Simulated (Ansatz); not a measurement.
# H on Zr(0001): change of the work function, part 3 of 4

Wanted: Δφ(θ) for H/Zr(0001), starting from the fcc site.

Ansatz 0.2.0; plane-wave DFT, PBE, Ansatz PAW.

So far, work function, upper face (eV): step 2 (the clean slab) 4.17; step 3 (37 atoms, coverage 0.111 ML, cell 3x3) 4.15.

### 4. The covered slab, k-mesh 6×6×1, coverage 0.25 ML

System of this step: H/Zr(0001). The cell holds 17 atoms: 16 Zr and 1 H. Cell: a = 6.460 Å, b = 6.460 Å, c = 26.697 Å, α = 90.0°, β = 90.0°, γ = 60.0°. Vacuum lies along c.

Another coverage, to see how the dipoles act on each other as their distance changes.

Input file input.yaml:

```yaml
crystal:
  lattice:
    - [6.46, 0.0, 0.0]
    - [3.23, 5.5945241084, 0.0]
    - [0.0, 0.0, 26.6967416837]
  atoms:
    - { symbol: Zr, position: [0.3333333333, 0.3333333333, 0.3371197919] }
    - { symbol: Zr, position: [0.0, 0.0, 0.43348717] }
    - { symbol: Zr, position: [0.3333333333, 0.3333333333, 0.533584179] }
    - { symbol: Zr, position: [0.0, 0.0, 0.6249681877] }
    - { symbol: Zr, position: [0.3333333333, 0.8333333333, 0.3371197919] }
    - { symbol: Zr, position: [0.0, 0.5, 0.43348717] }
    - { symbol: Zr, position: [0.3333333333, 0.8333333333, 0.533584179] }
    - { symbol: Zr, position: [0.0, 0.5, 0.6249681877] }
    - { symbol: Zr, position: [0.8333333333, 0.3333333333, 0.3371197919] }
    - { symbol: Zr, position: [0.5, 0.0, 0.43348717] }
    - { symbol: Zr, position: [0.8333333333, 0.3333333333, 0.533584179] }
    - { symbol: Zr, position: [0.5, 0.0, 0.6249681877] }
    - { symbol: Zr, position: [0.8333333333, 0.8333333333, 0.3371197919] }
    - { symbol: Zr, position: [0.5, 0.5, 0.43348717] }
    - { symbol: Zr, position: [0.8333333333, 0.8333333333, 0.533584179] }
    - { symbol: Zr, position: [0.5, 0.5, 0.6249681877] }
    - { symbol: H, position: [0.1666666667, 0.1666666667, 0.6628802081] }
kpoints:
  mp_grid: { grid: [6, 6, 1] }
hamiltonian:
  xc: pbe
scf:
  occupations: { method: fermi_dirac, width: 0.1 }
  convergence: { dr2_threshold: 1.0e-08 }
efield:
  axis: 3
  dipole_correction: true
  ramp_position: 0.97
  ramp_width: 0.06
relax:
  f_tol: 0.02
  max_steps: 60
  constraints: [{ sites: [0, 1, 4, 5, 8, 9, 12, 13] }]
output:
  dos: { projected: true, e_range: [-8, 4] }
  write_potential: true
  write_density: true
  volumetric_format: npy
  elf: true
```

Launch:

```sh
> ansatz run input.yaml --threads 4 --pin off --max-ram 16384MiB --backend cpu --events-out ev --progress --plain --runs-dir out
```

Numbers of over 12 decimals in the logs are rounded to 6 here.

Output:

```text
[...]
Crystal: 17 atoms, lattice volume = 964.837 Å³
Basis set: ecut = 420 eV, 18857 PW (Γ), exchange–correlation on 90×90×360 points (8 copies of the dense FFT grid, shifted against one another)
Bands: 116, of which v1, the nominal top of the filled ones, is band 97 counted from 1 (96 counted from 0)
Symmetry: 6 space group operations
[...]
k-points: 7 of 36 (time reversal used)
[...]
SCF iter   1: F=—  HF=-66951.256457 eV  |F-HF|=—  |Δ(HF+E_count)|=         —  Δρ=5.04e-3  dr2=2.31e0  ethr=1.77e-3  p=0.026 e·Å  D=4.94e-3 V/Å  ΔV_dip=-0.13 eV  dr2_dipole=9.72e-4  V_vac-E_F(+/−)=3.98/4.11 eV  ⟨swp⟩=9.4  Hψ=3740  notcnv=0
[...]
SCF iter   9: F=-66951.198370 eV  HF=-66951.198370 eV  |F-HF|=1.40e-9  |Δ(HF+E_count)|=   2.37e-8  Δρ=4.42e-7  dr2=5.45e-9  ethr=5.18e-12  p=0.017 e·Å  D=3.21e-3 V/Å  ΔV_dip=-0.09 eV  dr2_dipole=2.12e-10  V_vac-E_F(+/−)=4.09/4.18 eV  ⟨swp⟩=10.3  Hψ=6026  notcnv=0
SCF 1 converged in 9 iterations: F = -66951.198370 eV  dr2 = 5.45e-9
[...]
relax step   1: F+E_penalty+E_count = -66951.19836999 eV  Δ(F+E_penalty+E_count) = +0.000e0 eV  max|allowed force component| = 3.303e-1 eV/Å  Δτ_max = 0.0000 Å  (9 SCF iters, accepted)
[...]
SCF iter  10: F=-66951.183148 eV  HF=-66951.183148 eV  |F-HF|=4.16e-9  |Δ(HF+E_count)|=   1.79e-9  Δρ=2.60e-7  dr2=1.35e-9  ethr=5.18e-12  p=0.011 e·Å  D=2.06e-3 V/Å  ΔV_dip=-0.06 eV  dr2_dipole=2.09e-10  V_vac-E_F(+/−)=4.12/4.18 eV  ⟨swp⟩=9.3  Hψ=5581  notcnv=0
SCF 2 converged in 10 iterations: F = -66951.183148 eV  dr2 = 1.35e-9
relax step   2: F+E_penalty+E_count = -66951.18314773 eV  Δ(F+E_penalty+E_count) = +1.522e-2 eV  max|allowed force component| = 4.173e-1 eV/Å  Δτ_max = 0.1790 Å  (10 SCF iters, rejected (line search))
SCF iter   1: F=—  HF=-66951.248969 eV  |F-HF|=—  |Δ(HF+E_count)|=         —  Δρ=2.59e-3  dr2=3.00e-1  ethr=1.64e-3  p=0.011 e·Å  D=2.06e-3 V/Å  ΔV_dip=-0.06 eV  dr2_dipole=2.03e-2  V_vac-E_F(+/−)=4.13/4.18 eV  ⟨swp⟩=2.4  Hψ=1362  notcnv=0
[...]
SCF iter  10: F=-66951.213286 eV  HF=-66951.213286 eV  |F-HF|=6.98e-10  |Δ(HF+E_count)|=   5.59e-9  Δρ=2.13e-7  dr2=1.05e-9  ethr=5.18e-12  p=0.013 e·Å  D=2.37e-3 V/Å  ΔV_dip=-0.06 eV  dr2_dipole=3.55e-11  V_vac-E_F(+/−)=4.11/4.18 eV  ⟨swp⟩=9.6  Hψ=5564  notcnv=0
SCF 3 converged in 10 iterations: F = -66951.213286 eV  dr2 = 1.05e-9
relax step   3: F+E_penalty+E_count = -66951.21328649 eV  Δ(F+E_penalty+E_count) = -1.492e-2 eV  max|allowed force component| = 8.540e-2 eV/Å  Δτ_max = 0.0873 Å  (10 SCF iters, accepted)
[...]
relax step   4: F+E_penalty+E_count = -66951.21398784 eV  Δ(F+E_penalty+E_count) = -7.014e-4 eV  max|allowed force component| = 4.458e-2 eV/Å  Δτ_max = 0.0193 Å  (8 SCF iters, accepted)
SCF iter   1: F=—  HF=-66951.216590 eV  |F-HF|=—  |Δ(HF+E_count)|=         —  Δρ=5.70e-4  dr2=5.53e-2  ethr=1.65e-4  p=0.013 e·Å  D=2.45e-3 V/Å  ΔV_dip=-0.07 eV  dr2_dipole=9.94e-3  V_vac-E_F(+/−)=4.11/4.18 eV  ⟨swp⟩=1.9  Hψ=1149  notcnv=0
[...]
SCF iter   8: F=-66951.214753 eV  HF=-66951.214753 eV  |F-HF|=9.75e-10  |Δ(HF+E_count)|=   8.76e-9  Δρ=3.18e-7  dr2=3.51e-9  ethr=5.18e-12  p=0.013 e·Å  D=2.45e-3 V/Å  ΔV_dip=-0.07 eV  dr2_dipole=7.44e-12  V_vac-E_F(+/−)=4.11/4.18 eV  ⟨swp⟩=9.6  Hψ=5680  notcnv=0
SCF 5 converged in 8 iterations: F = -66951.214753 eV  dr2 = 3.51e-9
relax step   5: F+E_penalty+E_count = -66951.21475335 eV  Δ(F+E_penalty+E_count) = -7.655e-4 eV  max|allowed force component| = 3.557e-3 eV/Å  Δτ_max = 0.0094 Å  (8 SCF iters, accepted)
[...]
SCF converged after 8 iterations
Free energy (F): -66951.214753 eV
[...]
Internal energy: -66950.360863 eV  (E = F + TS)
E sigma→0 (E₀):  -66950.787808 eV
Entropy (-TS):   -0.853890 eV (-50.229 meV/atom)
Fermi energy:    2.978962 eV
Dipole field:    D = 0.002448 V/Å  (p = 0.013051 e·Å, saw-weighted, corrected)
Work function:   Φ+ = 4.1125 eV   Φ− = 4.1778 eV
[...]
--- Forces (eV/Å), atoms counted from 1 ---
  atom   1  Zr     0.00916239     0.00528991     0.46325255
  atom   2  Zr     0.01090613     0.00629666    -0.44947784
  atom   3  Zr     0.00032988     0.00019046    -0.00011513
  atom   4  Zr    -0.00023891    -0.00013794    -0.00037541
  atom   5  Zr    -0.00000000    -0.01057982     0.46325255
  atom   6  Zr     0.00000000    -0.01259331    -0.44947784
  atom   7  Zr     0.00000000    -0.00038092    -0.00011513
  atom   8  Zr    -0.00000000     0.00027587    -0.00037541
  atom   9  Zr    -0.00916239     0.00528991     0.46325255
  atom  10  Zr    -0.01090613     0.00629666    -0.44947784
  atom  11  Zr    -0.00032988     0.00019046    -0.00011513
  atom  12  Zr     0.00023891    -0.00013794    -0.00037541
  atom  13  Zr    -0.00000000    -0.00000000     0.42502141
  atom  14  Zr     0.00000000     0.00000000    -0.45841364
  atom  15  Zr     0.00000000    -0.00000000    -0.00071932
  atom  16  Zr    -0.00000000     0.00000000    -0.00355678
  atom  17  H      0.00000000    -0.00000000    -0.00218844
  max |Σ_I F_I| component: 4.25e-6 eV/Å
--- Band table (eV; the first three rows and the last of 7) ---
  k-point 0: bands = [... 93 lower, 3.0426, 3.3532, 3.5585, 3.6165, 3.7082, 3.7082, 3.7580, 3.7580, ... 15 higher]
  k-point 1: bands = [... 93 lower, 3.0342, 3.2625, 3.3370, 3.3639, 3.4579, 3.4887, 3.6012, 3.6361, ... 15 higher]
  k-point 2: bands = [... 93 lower, 2.8582, 2.9173, 3.0071, 3.0254, 3.0760, 3.1212, 3.2317, 3.3109, ... 15 higher]
  k-point 6: bands = [... 93 lower, 2.5178, 2.5211, 2.5254, 2.5453, 2.5513, 2.9145, 3.0239, 3.0459, ... 15 higher]
--- Relaxed structure (5 steps of the walk, 4 accepted, 0 SCFs on fresh bases) ---
  F+E_penalty+E_count = -66951.21475335 eV   max|allowed force component| = 3.557e-3 eV/Å
  atoms:
    - { symbol: Zr, position: [0.333333, 0.333333, 0.3371197919] }
    - { symbol: Zr, position: [2.6667121670171398e-17, 2.6667121670171407e-17, 0.433487] }
    - { symbol: Zr, position: [0.332783, 0.332783, 0.533645] }
    - { symbol: Zr, position: [0.000647694, 0.000647694, 0.625875] }
    - { symbol: Zr, position: [0.333333, 0.833333, 0.3371197919] }
    - { symbol: Zr, position: [-5.551115123125783e-17, 0.500000, 0.433487] }
    - { symbol: Zr, position: [0.332783, 0.834434, 0.533645] }
    - { symbol: Zr, position: [0.000647694, 0.498705, 0.625875] }
    - { symbol: Zr, position: [0.833333, 0.333333, 0.3371197919] }
    - { symbol: Zr, position: [0.5, 2.6667121670171407e-17, 0.433487] }
    - { symbol: Zr, position: [0.834434, 0.332783, 0.533645] }
    - { symbol: Zr, position: [0.498705, 0.000647694, 0.625875] }
    - { symbol: Zr, position: [0.833333, 0.833333, 0.3371197919] }
    - { symbol: Zr, position: [0.500000, 0.500000, 0.433487] }
    - { symbol: Zr, position: [0.833333, 0.833333, 0.532645] }
    - { symbol: Zr, position: [0.500000, 0.500000, 0.624258] }
    - { symbol: H, position: [0.166667, 0.166667, 0.666439] }
```

Run time: 2 min. Hardware: 4 threads of Arm Neoverse V1, shared host; peak memory 2.7 GiB; 7.8 min of CPU time.

Relaxation path:

```
step  energy less that of the first step (eV)  largest force component (eV/Å)
   1                                   0.0000                          0.3303
   2                                   0.0152                          0.4173
   3                                  -0.0149                          0.0854
   4                                  -0.0156                          0.0446
   5                                  -0.0164                          0.0036
```

Relaxation step 2 was tried and not accepted.

The run keeps the 6 symmetry operations that it works with, so distortions that break them were not tested.

The atoms that moved most (Å):

```csv
atom,dx,dy,dz,length
H17,0.000,0.000,0.095,0.095
Zr4,0.006,0.004,0.024,0.025
Zr12,-0.006,0.004,0.024,0.025
Zr8,0.000,-0.007,0.024,0.025
Zr15,0.000,0.000,-0.025,0.025
Zr16,0.000,0.000,-0.019,0.019
Zr7,0.000,0.006,0.002,0.006
Zr11,0.005,-0.003,0.002,0.006
```

The relaxed structure:

```
Zr H
1.0
     6.46000    0.00000    0.00000
     3.23000    5.59452    0.00000
     0.00000    0.00000   26.69674
Zr H
16 1
Direct
  0.33333 0.33333 0.33712
  0.00000 0.00000 0.43349
  0.33278 0.33278 0.53365
  0.00065 0.00065 0.62588
  0.33333 0.83333 0.33712
  0.00000 0.50000 0.43349
  0.33278 0.83443 0.53365
  0.00065 0.49870 0.62588
  0.83333 0.33333 0.33712
  0.50000 0.00000 0.43349
  0.83443 0.33278 0.53365
  0.49870 0.00065 0.62588
  0.83333 0.83333 0.33712
  0.50000 0.50000 0.43349
  0.83333 0.83333 0.53265
  0.50000 0.50000 0.62426
  0.16667 0.16667 0.66644
```

Numbers from this step:

| Item | Value |
| --- | --- |
| energy at zero smearing | -66950.7878 eV |
| work function, upper face | 4.112 eV |
| work function, lower face | 4.178 eV |
| dipole along the normal | 0.01305 e·Å |
| step between the vacuum levels | -0.06534 eV |

The density of states has structure finer than the step of the table below, so its rows give means over 0.25 eV, whole bins alone (the curve runs from -8 to 0.96 eV). Peaks (eV: height): -2.680: 42.2, -0.960: 50.6, -0.900: 55.6, -0.810: 52.3, -0.090: 36.7, 0.270: 56.3, 0.840: 77.4.

Density of states against energy, zero at the Fermi level; means over each step:

```
energy (eV)  density of states (states/eV a cell)
      -5.75                                     0
      -5.50                                 0.934
      -5.25                                  2.04
      -5.00                                  4.44
      -4.75                                  1.50
      -4.50                                  1.46
      -4.25                                  1.47
      -4.00                                  2.84
      -3.75                                  2.60
      -3.50                                  3.73
      -3.25                                  4.29
      -3.00                                  5.80
      -2.75                                  15.4
      -2.50                                  13.8
      -2.25                                  20.3
      -2.00                                  22.9
      -1.75                                  17.2
      -1.50                                  15.1
      -1.25                                  18.9
      -1.00                                  28.2
      -0.75                                  33.2
      -0.50                                  14.5
      -0.25                                  21.7
       0.00                                  27.5
       0.25                                  30.0
       0.50                                  28.1
       0.75                                  32.4
```

Projected DOS per atom over height of the atomic layer and energy from the Fermi level. Layers: Zr4 Zr4 Zr4 Zr4 H from below.

Values in states/eV, 22 rows by 5 columns, each cell a mean:
```
1.91 1.72 1.91 2.09 0.03
2.34 1.41 1.21 1.97 0.04
2.15 1.17 1.01 1.78 0.03
1.29 0.84 0.77 1.12 0.07
1.62 1.79 1.75 1.69 0.14
1.35 1.07 1.12 1.11 0.05
0.92 1.02 1.07 0.95 0.05
1.25 1.49 1.54 1.23 0.07
0.81 1.21 1.25 0.86 0.05
0.43 0.58 0.59 0.49 0.06
0.27 0.31 0.33 0.20 0.07
0.21 0.16 0.24 0.11 0.12
0.11 0.19 0.16 0.05 0.09
0.07 0.15 0.08 0.03 0.11
0.04 0.07 0.07 0.39 1.52
0.00 0.02 0.06 0.21 0.55
0.00 0.00 0.00 0.00 0.01
0.00 0.00 0.00 0.00 0.00
0.00 0.00 0.00 0.00 0.00
0.00 0.00 0.00 0.00 0.00
0.00 0.00 0.00 0.00 0.00
0.00 0.00 0.00 0.00 0.00
```
Columns: height of the atomic layer (Å) from 9 to 17.8 (not evenly spaced); rows upwards: energy from the Fermi level (eV) from -7.96 to 0.945.

ELF in the ca plane at fractional y = 0.000, with atoms of Zr within 0.2 Å of it. It is the smooth field of the valence electrons, not physical close to the nuclei.

Ten even steps from '0' (0.00) to '9' (0.79), each cell a mean:
```
77526967952676788349769710000000000000000000
34422799622433345326997311110000000000000000
22332233223212222322332222211000000000000000
42245322344224531354323455421000000000000000
42245322344224531354323445421000000000000000
22332243223222222322342222211000000000000000
34423799622433345326997311110000000000000000
77526967952676788349769710000000000000000000
88636934962688898459539720000000000000000000
56524999842554566338989510000000000000000000
23332476423322223324674112100000000000000000
32243222234223422333222355310000000000000000
42245422354225531354323577520000000000000000
32243222234223422333222355310000000000000000
23332476423322223324674112100000000000000000
56524999842554567338999510000000000000000000
88637934962688898459429820000000000000000000
```
Columns run along c (16.0 Å, from fractional 0.35 to 0.95 of the cell), rows up along a (6.5 Å). Atoms in or near the plane, at fractional coordinates: Zr at (0.43, 0.00), Zr at (0.63, 0.00), Zr at (0.43, 0.50), Zr at (0.63, 0.50).

Electrostatic potential energy in the ca plane at fractional y = 0.000, with atoms of Zr within 0.2 Å of it. With pseudopotentials it is smooth inside the atoms' cores, unlike the true potential.

Ten even steps from '0' (-63 eV) to '9' (7 eV), each cell a mean:
```
99986100268999999872001689999999999999999999
99998533589999999986335799999999999999999999
88999877899988889998778999999999999999999999
78999999999987778999999999999999999999999999
78999999999987778999999999999999999999999999
88999877899988889998778899999999999999999999
99998533589999999985335799999999999999999999
99986100268999999872001689999999999999999999
99986100168999999861001589999999999999999999
99987301479999999974103789999999999999999999
89998755789998889987557899999999999999999999
78999888999987788999888999999999999999999999
78999999999987678999999999999999999999999999
78999888999987788999888999999999999999999999
89998756789998889987557899999999999999999999
99987301479999999974103789999999999999999999
99986100168999999861000589999999999999999999
```
Columns run along c (16.0 Å, from fractional 0.35 to 0.95 of the cell; values clipped at the 3rd and 97th percentile), rows up along a (6.5 Å). Atoms in or near the plane, at fractional coordinates: Zr at (0.43, 0.00), Zr at (0.63, 0.00), Zr at (0.43, 0.50), Zr at (0.63, 0.50).

Valence density in the ca plane at fractional y = 0.000, with atoms of Zr within 0.2 Å of it. It is the smooth field of the valence electrons, not physical close to the nuclei.

Values in e/Å³, 9 rows by 16 columns, each cell a mean:
```
0.2 0.7 3.1 0.7 0.2 0.2 0.4 2.9 1.1 0.0 0.0 0.0 0.0 0.0 0.0 0.0
0.3 0.2 0.4 0.2 0.3 0.4 0.2 0.4 0.2 0.0 0.0 0.0 0.0 0.0 0.0 0.0
0.4 0.2 0.2 0.2 0.3 0.5 0.2 0.2 0.1 0.0 0.0 0.0 0.0 0.0 0.0 0.0
0.2 0.5 2.4 0.5 0.2 0.2 0.3 2.2 0.8 0.0 0.0 0.0 0.0 0.0 0.0 0.0
0.2 1.0 3.8 1.1 0.2 0.2 0.6 3.6 1.6 0.0 0.0 0.0 0.0 0.0 0.0 0.0
0.2 0.3 1.5 0.3 0.2 0.3 0.3 1.4 0.5 0.0 0.0 0.0 0.0 0.0 0.0 0.0
0.4 0.2 0.2 0.1 0.3 0.5 0.2 0.2 0.2 0.1 0.0 0.0 0.0 0.0 0.0 0.0
0.3 0.2 0.8 0.2 0.2 0.3 0.2 0.8 0.3 0.0 0.0 0.0 0.0 0.0 0.0 0.0
0.2 0.9 3.6 1.0 0.2 0.2 0.5 3.4 1.5 0.0 0.0 0.0 0.0 0.0 0.0 0.0
```
Columns run along c (16.0 Å, from fractional 0.35 to 0.95 of the cell), rows up along a (6.5 Å). Atoms in or near the plane, at fractional coordinates: Zr at (0.43, 0.00), Zr at (0.63, 0.00), Zr at (0.43, 0.50), Zr at (0.63, 0.50).

The relaxation took 5 steps and lowered the energy by 0.016 eV; the largest force on the free atoms ends at 0.0036 eV/Å.

By hand: a sheet of dipoles makes a step −p/(ε₀A) in the electron's potential. With e/ε₀ = 180.95 V·Å, p = 0.01305 e·Å and A = 36.14 Å², that is −180.95 × (0.01305) / 36.14 = -0.065 eV, and the two vacuum levels of the run differ by -0.065 eV.

The covered face has 4.11 eV, -0.05 eV against the clean one; the bare back face has moved by -0.00 eV, a measure of how thin the slab is.

### 5. The covered slab, k-mesh 6×6×1, coverage 0.5 ML

System of this step: H/Zr(0001). The cell holds 18 atoms: 16 Zr and 2 H. Cell: a = 6.460 Å, b = 6.460 Å, c = 26.697 Å, α = 90.0°, β = 90.0°, γ = 60.0°. Vacuum lies along c.

Another coverage, to see how the dipoles act on each other as their distance changes.

Edit input.yaml of step 4 so:

```diff
@@ -23,2 +23,3 @@
     - { symbol: H, position: [0.1666666667, 0.1666666667, 0.6628802081] }
+    - { symbol: H, position: [0.6666666667, 0.1666666667, 0.6628802081] }
 kpoints:
```

Output:

```text
[...]
Crystal: 18 atoms, lattice volume = 964.837 Å³
Basis set: ecut = 420 eV, 18857 PW (Γ), exchange–correlation on 90×90×360 points (8 copies of the dense FFT grid, shifted against one another)
Bands: 117, of which v1, the nominal top of the filled ones, is band 97 counted from 1 (96 counted from 0)
Symmetry: 4 space group operations
[...]
- { symbol: Zr, position: [0.833333, 0.833333, 0.337120] }
    - { symbol: Zr, position: [0.500000, 0.500000, 0.433487] }
    - { symbol: Zr, position: [0.832914, 0.834171, 0.532860] }
    - { symbol: Zr, position: [0.501297, 0.497406, 0.625443] }
    - { symbol: H, position: [0.166428, 0.167144, 0.666583] }
    - { symbol: H, position: [0.666428, 0.167144, 0.666583] }
[key lines of the parts left out:]
SCF converged after 7 iterations
Free energy (F): -66968.113585 eV
Fermi energy:    2.999782 eV
Dipole field:    D = 0.003454 V/Å  (p = 0.018418 e·Å, saw-weighted, corrected)
Work function:   Φ+ = 4.0848 eV   Φ− = 4.1770 eV
```

Elapsed: 3.2 min, on 4 threads; peak memory 3.1 GiB.

Relaxation path:

| step | energy less that of the first step (eV) | largest force component (eV/Å) |
| --- | --- | --- |
| 1 | 0.0000 | 0.3315 |
| 2 | 0.0287 | 0.3826 |
| 3 | -0.0293 | 0.0502 |
| 4 | -0.0300 | 0.0135 |

Relaxation step 2 was tried and not accepted.

Forces are held to the 4 operations that the run works with; a distortion that breaks them can't arise in this run.

The atoms that moved most (Å):

```csv
atom,dx,dy,dz,length
H18,0.000,0.003,0.099,0.099
H17,0.000,0.003,0.099,0.099
Zr4,0.000,0.005,0.045,0.045
Zr12,0.000,0.005,0.045,0.045
Zr15,0.000,0.005,-0.019,0.020
Zr7,0.000,0.005,-0.019,0.020
Zr8,0.000,-0.015,0.013,0.019
Zr16,0.000,-0.015,0.013,0.019
```

The relaxed structure:

```
Zr H
1.0
     6.46000    0.00000    0.00000
     3.23000    5.59452    0.00000
     0.00000    0.00000   26.69674
Zr H
16 2
Cartesian
  3.2300 1.8648 9.0000
  0.0000 0.0000 11.5727
  3.2300 1.8576 14.2501
  0.0000 0.0052 16.7294
  4.8450 4.6621 9.0000
  1.6150 2.7973 11.5727
  4.8450 4.6668 14.2256
  1.6150 2.7828 16.6973
  6.4600 1.8648 9.0000
  3.2300 0.0000 11.5727
  6.4600 1.8576 14.2501
  3.2300 0.0052 16.7294
  8.0750 4.6621 9.0000
  4.8450 2.7973 11.5727
  8.0750 4.6668 14.2256
  4.8450 2.7828 16.6973
  1.6150 0.9351 17.7956
  4.8450 0.9351 17.7956
```

The density of states has structure finer than the step of the table below, so its rows give means over 0.25 eV, whole bins alone (the curve runs from -8 to 1.05 eV). Peaks (eV: height): -1.290: 38.6, -0.960: 32.7, -0.870: 54.1, -0.720: 40.6, 0.240: 41.3, 0.840: 48.6, 0.930: 54.6.

Table of density of states by energy, zero at the Fermi level; means over each step:

energy (eV), density of states (states/eV a cell) and a bar:
```
    -6.00        0.0 
    -5.75        1.1 #
    -5.50        1.9 ##
    -5.25        2.7 ###
    -5.00        2.7 ###
    -4.75        6.5 ######
    -4.50        4.1 ####
    -4.25        1.4 #
    -4.00        2.2 ##
    -3.75        2.8 ###
    -3.50        3.7 ####
    -3.25        3.4 ###
    -3.00        5.9 ######
    -2.75       11.9 ############
    -2.50       14.4 ##############
    -2.25       19.4 ###################
    -2.00       23.4 #######################
    -1.75       19.7 ###################
    -1.50       13.7 #############
    -1.25       19.7 ###################
    -1.00       22.1 ######################
    -0.75       28.8 ############################
    -0.50       17.8 #################
    -0.25       19.7 ###################
     0.00       23.7 #######################
     0.25       30.4 ##############################
     0.50       26.8 ##########################
     0.75       30.8 ##############################
```

The relaxation took 4 steps and lowered the energy by 0.030 eV; the largest force on the free atoms ends at 0.014 eV/Å.

The covered face has 4.08 eV, -0.08 eV against the clean one; the bare back face has moved by -0.00 eV, a measure of how thin the slab is.

(Continued in part 4 of 4.)

[Logs are printed without paths, hosts, clocks, repeated set-up lines and the standing remarks that a program may print on its own settings, such as how far it seeks lower states.]

[Hosts, paths, dates, database ids (printed as entryN), source tags and the programs' standing remarks are cut or masked in the printed files.]

[Maps of the electrostatic potential energy from Ansatz leave out the sawtooth potential of an applied field or a dipole correction, so their vacuum need not be flat; planar profiles and work functions include it.]

[The density of states shown here was stored with 400 of the rows of the run's finer table, so its peaks can read low, often by over a quarter, or be missed, and its means over a window can be off by a tenth or more.]
